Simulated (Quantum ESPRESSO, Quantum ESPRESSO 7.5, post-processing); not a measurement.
## Hf(0001), 5 layers against a metal electrode, stepped through the charge of the slab

Aim: how the results for Hf(0001), 5 layers against a metal electrode change with the charge of the slab.

Calculated with Quantum ESPRESSO 7.5; plane-wave DFT, PBE, GBRV ultrasoft pseudopotentials.

This is a report of a sequence of runs, with most program output left out.

## Step 1: Starting point

It takes space group P6_3/mmc (No. 194, hexagonal). The conventional cell has a = 3.200 Å, b = 3.200 Å, c = 5.062 Å, α = 90.00°, β = 90.00°, γ = 120.00°. Nearest to Hf lie 12 Hf at 3.13 to 3.20 Å.

Set-up: The slab is relaxed neutral, then held. ESM with bc3: vacuum below and a metal electrode about 6 Å above the top atoms. Cold smearing of 0.02 Ry. Charges are set per cell from the starting area. The slabs take the lattice constants of the bulk relaxed by the same program.

Members 2, 3, 4.5, 6, 7 and 8 took the same steps and show in the table alone.

## Step 2: Variable-cell relaxation of the reference

The bulk crystal is relaxed in cell and atoms; the members are built on its lattice constants.

The input, ref.vc.in:

```
&control
  prefix = 'ref.vc'
  outdir = './out'
  pseudo_dir = './pseudo'
  nstep = 40
  forc_conv_thr = 0.0003
  calculation = 'vc-relax'
/
&system
  ibrav = 0
  nat = 2
  ntyp = 1
  ecutwfc = 50
  ecutrho = 250
  occupations = 'smearing'
  smearing = 'mv'
  degauss = 0.02
/
&electrons
  conv_thr = 1e-09
  mixing_beta = 0.4
  electron_maxstep = 120
/
&ions
/
&cell
  press_conv_thr = 0.3
/
ATOMIC_SPECIES
  Hf  178.4900  hf_pbe_v1.uspp.F.UPF
CELL_PARAMETERS angstrom
  3.20000000000000 0.00000000000000 0.00000000000000
  -1.60000000000000 2.77128129211020 0.00000000000000
  0.00000000000000 0.00000000000000 5.06240000000000
ATOMIC_POSITIONS crystal
  Hf  0.333333333333 0.666666666667 0.250000000000
  Hf  0.666666666667 0.333333333333 0.750000000000
K_POINTS automatic
  15 15 8 0 0 0
```

Started as:

```console
OMP_NUM_THREADS=1 mpirun -n 4 pw.x -nk 4 -in ref.vc.in > ref.vc.out
```

Elapsed: 64 s, on 4 MPI ranks of Intel Xeon Platinum 8375C at 2.90GHz (Ice Lake), shared host; peak memory 0.45 GiB.

The steps of the relaxation:

```
step  energy less that of the first step (eV)  largest force (eV/Å)  volume (Å³)
   1                                   0.0000                0.0000        44.89
   2                                  -0.0006                0.0000        45.07
   3                                  -0.0007                0.0000        45.21
   4                                  -0.0007                0.0000        45.21
   5                                  -0.0007                0.0000        45.21
   6                                  -0.0007                0.0000        45.21
   7                                  -0.0007                0.0000        45.21
```

| conventional cell, symmetrised | before | after | change |
| --- | --- | --- | --- |
| a (Å) | 3.200 | 3.209 | +0.3 % |
| b (Å) | 3.200 | 3.209 | +0.3 % |
| c (Å) | 5.062 | 5.071 | +0.2 % |
| volume (Å³/atom) | 22.45 | 22.60 | +0.7 % |

Final coordinates:

```
Hf
1.0
     3.20854    0.00000    0.00000
    -1.60427    2.77868    0.00000
     0.00000    0.00000    5.07064
Hf
2
Direct
  0.33333 0.66667 0.25000
  0.66667 0.33333 0.75000
```

 The last row is no step: it is a fresh SCF in the final cell with a new plane-wave basis, -0 meV from the row before.

Numbers from this step:

| Item | Value |
| --- | --- |
| free energy | -4325.6599 eV |
| Fermi energy | 14.59 eV |

## Step 3: Relaxation with pw.x of the reference

What the set-up leaves free in this member is relaxed.

System of this step: Hf(0001), 5 layers. The cell holds 5 atoms: 5 Hf. Cell: a = 3.209 Å, b = 3.209 Å, c = 25.166 Å, α = 90.0°, β = 90.0°, γ = 60.0°. It derives from Hf. Vacuum lies along c.

The input, ref.relax.in:

```
&control
  prefix = 'ref.relax'
  outdir = './out'
  pseudo_dir = './pseudo'
  nstep = 40
  forc_conv_thr = 0.001
  calculation = 'relax'
/
&system
  ibrav = 0
  nat = 5
  ntyp = 1
  ecutwfc = 40
  ecutrho = 200
  occupations = 'smearing'
  smearing = 'mv'
  degauss = 0.02
/
&electrons
  conv_thr = 1e-08
  mixing_beta = 0.4
  electron_maxstep = 120
  mixing_mode = 'local-TF'
/
&ions
/
ATOMIC_SPECIES
  Hf  178.4900  hf_pbe_v1.uspp.F.UPF
CELL_PARAMETERS angstrom
  3.20854030100000 0.00000000000000 0.00000000000000
  1.60427015050000 2.77867740973217 0.00000000000000
  0.00000000000000 0.00000000000000 25.16570883125189
ATOMIC_POSITIONS crystal
  Hf  0.000000000000 0.000000000000 0.298509838884
  Hf  0.666666666700 0.666666666700 0.399254919442
  Hf  0.000000000000 0.000000000000 0.500000000000 0 0 0
  Hf  0.666666666700 0.666666666700 0.600745080558
  Hf  0.000000000000 0.000000000000 0.701490161116
K_POINTS automatic
  12 12 1 0 0 0
```

Started as:

```console
OMP_NUM_THREADS=1 mpirun -n 4 pw.x -nk 4 -in ref.relax.in > ref.relax.out
```

Run time: 5.4 min. Hardware: 4 MPI ranks; peak memory 0.93 GiB.

The steps of the relaxation:

```
step  energy less that of the first step (eV)  largest force (eV/Å)
   1                                   0.0000                0.7282
   2                                  -0.0346                0.6006
   3                                  -0.0656                0.4536
   4                                  -0.0975                0.2467
   5                                  -0.1084                0.0957
   6                                  -0.1089                0.0536
   7                                  -0.1092                0.0575
   8                                  -0.1096                0.0563
   9                                  -0.1101                0.0495
  10                                  -0.1106                0.0357
  11                                  -0.1110                0.0131
```

The atoms that moved most (Å):

```csv
atom,dx,dy,dz,length
Hf5,0.000,0.000,-0.094,0.094
Hf1,0.000,0.000,0.094,0.094
Hf4,0.000,0.000,0.062,0.062
Hf2,0.000,0.000,-0.062,0.062
```

The relaxed structure:

```cif
data_structure
_symmetry_space_group_name_H-M 'P 1'
_symmetry_Int_Tables_number 1
_cell_length_a 3.2085
_cell_length_b 3.2085
_cell_length_c 25.1657
_cell_angle_alpha 90.000
_cell_angle_beta 90.000
_cell_angle_gamma 60.000
_cell_volume 224.36
loop_
_atom_site_label
_atom_site_type_symbol
_atom_site_fract_x
_atom_site_fract_y
_atom_site_fract_z
_atom_site_occupancy
Hf1 Hf 0.00000 0.00000 0.30224 1
Hf2 Hf 0.66667 0.66667 0.39679 1
Hf3 Hf 0.00000 0.00000 0.50000 1
Hf4 Hf 0.66667 0.66667 0.60321 1
Hf5 Hf 0.00000 0.00000 0.69776 1
```

The relaxation lowers the energy by 22 meV an atom. On the free atoms the largest force ends at 0.013 eV/Å.

Read from the output:

| Quantity | Value |
| --- | --- |
| free energy | -10812.1716 eV |
| Fermi energy | 5.256 eV |

## Step 4: Ground state, 0 ×10¹³ e/cm²

A run under open boundaries on these atoms gives the vacuum levels.

The input, m2.esm.in:

```
&control
  prefix = 'm2.esm'
  outdir = './out'
  pseudo_dir = './pseudo'
  calculation = 'scf'
  tprnfor = .true.
/
&system
  ibrav = 0
  nat = 5
  ntyp = 1
  ecutwfc = 40
  ecutrho = 200
  occupations = 'smearing'
  smearing = 'mv'
  degauss = 0.02
  assume_isolated = 'esm'
  esm_bc = 'bc3'
  tot_charge = 0.0
/
&electrons
  conv_thr = 1e-08
  mixing_beta = 0.25
  electron_maxstep = 160
  mixing_mode = 'local-TF'
  mixing_ndim = 12
/
ATOMIC_SPECIES
  Hf  178.4900  hf_pbe_v1.uspp.F.UPF
CELL_PARAMETERS angstrom
  3.20854030100000 0.00000000000000 0.00000000000000
  1.60427015050000 2.77867740973217 0.00000000000000
  0.00000000000000 0.00000000000000 25.16570883125189
ATOMIC_POSITIONS crystal
  Hf  0.000000000000 0.000000000000 -0.138158625049
  Hf  0.666666666700 0.666666666700 -0.043607244149
  Hf  0.000000000000 0.000000000000 0.059604917551
  Hf  0.666666666700 0.666666666700 0.162817079251
  Hf  0.000000000000 0.000000000000 0.257368460151
K_POINTS automatic
  12 12 1 0 0 0
```

Started as:

```console
OMP_NUM_THREADS=1 mpirun -n 4 pw.x -nk 4 -in m2.esm.in > m2.esm.out
```

Elapsed: 4.3 min, on 4 MPI ranks; peak memory 0.89 GiB.

This step gave:

* Fermi energy: -4.428 eV
* vacuum line at the lower end of the cell, over the Fermi level: 4.425 eV
* slope of the potential above: 0.001394 eV/Å
* vacuum line at the upper end of the cell, over the Fermi level: 4.429 eV

The potential energy, planar mean oscillates, so the rows of the table below give means over windows of 2.56 Å about each position, cut where the curve ends. Its maxima inside the range that stand out by 2 % of the span (Å: eV): -2.3: -1.43, 0.2: -0.322, 1.5: -6.94, 2.8: -0.306, 5.2: -1.42. Its minima: -3.8: -7.75, -0.8: -7.40, 1.2: -7.28, 1.9: -7.26, 3.8: -7.37, 6.8: -7.73.

Electrostatic potential energy of an electron; zero at the Fermi level. The potential energy, planar mean by z; means over each step:

```
 z (Å)  potential energy, planar mean (eV)
-11.30                                4.42
 -8.74                                4.42
 -6.18                                3.88
 -3.62                               -4.79
 -1.06                               -4.78
  1.50                               -4.66
  4.06                               -4.78
  6.62                               -4.78
  9.18                                3.89
 11.74                                4.43
```

Inside the slab this potential holds the local part of the pseudopotentials, which can be repulsive at the nuclei; only its value in the vacuum has a meaning of its own.

## Step 5: Self-consistent run, 1 ×10¹³ e/cm²

m3.esm.in is the input of step 4 with these lines changed:

```diff
@@ -1,3 +1,3 @@
 &control
-  prefix = 'm2.esm'
+  prefix = 'm3.esm'
   outdir = './out'
@@ -18,3 +18,3 @@
   esm_bc = 'bc3'
-  tot_charge = 0.0
+  tot_charge = 0.00887
 /
@@ -26,2 +26,3 @@
   mixing_ndim = 12
+  startingpot = 'file'
 /
```

Started as:

```console
cp -r out/m2.esm.save out/m3.esm.save
OMP_NUM_THREADS=1 mpirun -n 4 pw.x -nk 4 -in m3.esm.in > m3.esm.out
```

Elapsed: 93 s, on 4 MPI ranks; peak memory 0.89 GiB; 6.2 min of CPU time.

Read from the output:

* Fermi energy: -5.097 eV
* vacuum line at the lower end of the cell, over the Fermi level: 4.432 eV
* slope of the potential above: 0.1807 eV/Å
* vacuum line at the upper end of the cell, over the Fermi level: 5.097 eV

Inside the slab this potential holds the local part of the pseudopotentials, which can be repulsive at the nuclei; only its value in the vacuum has a meaning of its own.

## Step 6: SCF with pw.x, -1.5 ×10¹³ e/cm²

m1.esm.in is the input of step 5 with these lines changed:

```diff
@@ -1,3 +1,3 @@
 &control
-  prefix = 'm3.esm'
+  prefix = 'm1.esm'
   outdir = './out'
@@ -18,3 +18,3 @@
   esm_bc = 'bc3'
-  tot_charge = 0.00887
+  tot_charge = -0.0133
 /
```

Started as:

```console
cp -r out/m2.esm.save out/m1.esm.save
OMP_NUM_THREADS=1 mpirun -n 4 pw.x -nk 4 -in m1.esm.in > m1.esm.out
```

Elapsed: 72 s, on 4 MPI ranks; peak memory 0.89 GiB; 4.8 min of CPU time.

Numbers from this step:

- Fermi energy: -3.452 eV
- vacuum line at the lower end of the cell, over the Fermi level: 4.441 eV
- slope of the potential above: -0.2670 eV/Å
- vacuum line at the upper end of the cell, over the Fermi level: 3.453 eV

Inside the slab this potential holds the local part of the pseudopotentials, which can be repulsive at the nuclei; only its value in the vacuum has a meaning of its own.

## Step 7: Ground state, -3 ×10¹³ e/cm²

m0.esm.in is the input of step 6 with these lines changed:

```diff
@@ -1,3 +1,3 @@
 &control
-  prefix = 'm1.esm'
+  prefix = 'm0.esm'
   outdir = './out'
@@ -18,3 +18,3 @@
   esm_bc = 'bc3'
-  tot_charge = -0.0133
+  tot_charge = -0.0266
 /
```

Started as:

```console
cp -r out/m1.esm.save out/m0.esm.save
OMP_NUM_THREADS=1 mpirun -n 4 pw.x -nk 4 -in m0.esm.in > m0.esm.out
```

Elapsed: 1.9 min, on 4 MPI ranks; peak memory 0.88 GiB.

Numbers from this step:

* Fermi energy: -2.515 eV
* vacuum line at the lower end of the cell, over the Fermi level: 4.445 eV
* slope of the potential above: -0.5346 eV/Å
* vacuum line at the upper end of the cell, over the Fermi level: 2.517 eV

Inside the slab this potential holds the local part of the pseudopotentials, which can be repulsive at the nuclei; only its value in the vacuum has a meaning of its own.

## Step 8: The series side by side

The series in one table:

| the charge of the slab (positive: electrons removed) | electrode's level over the Fermi level (eV) | far face's level over the Fermi level (eV) | field in the gap (eV/Å) |
| --- | --- | --- | --- |
| -3 ×10¹³ e/cm² | 2.517 | 4.445 | -0.5346 |
| -1.5 ×10¹³ e/cm² | 3.453 | 4.441 | -0.267 |
| 0 ×10¹³ e/cm² | 4.429 | 4.425 | 0.001394 |
| 1 ×10¹³ e/cm² | 5.097 | 4.432 | 0.1807 |
| 2 ×10¹³ e/cm² | 5.777 | 4.429 | 0.3601 |
| 3 ×10¹³ e/cm² | 6.468 | 4.432 | 0.5394 |
| 4.5 ×10¹³ e/cm² | 7.526 | 4.427 | 0.8088 |
| 6 ×10¹³ e/cm² | 8.604 | 4.427 | 1.078 |
| 7 ×10¹³ e/cm² | 9.334 | 4.428 | 1.258 |
| 8 ×10¹³ e/cm² | 10.07 | 4.425 | 1.437 |

## Step 9: Worked from the printed numbers

Last interval: C = Δσ/ΔV = 0.00099 e/Å² / 0.737 V × 1602 = 2.16 µF/cm².

## Step 10: Results

| Item | Value |
| --- | --- |
| mean capacitance at positive charge | 2.26 μF/cm² |
| effective gap ε₀/C | 3.91 Å |
| top atoms to electrode | 6.11 Å |

The series holds 10 members; mean capacitance at positive charge: 2.26 μF/cm²; effective gap ε₀/C: 3.91 Å; top atoms to electrode: 6.11 Å (PBE, GBRV ultrasoft). Interval by interval C lies between 2.16 and 2.55 µF/cm². The far face's level moves by 0.02 eV over the series: the slab screens like a metal, and averaged over the positive charges the image plane lies 2.20 Å above the top atoms. Vacuum fills the gap; ions don't answer the charge; added electrons can spill towards the electrode at the most negative charges.

[Logs are printed without paths, hosts, clocks, repeated set-up lines and the standing remarks that a program may print on its own settings, such as how far it seeks lower states.]

[Hosts, paths, dates, database ids (printed as entryN), source tags and the programs' standing remarks are cut or masked in the printed files.]

[Maps of the electrostatic potential energy from Ansatz leave out the sawtooth potential of an applied field or a dipole correction, so their vacuum need not be flat; planar profiles and work functions include it.]
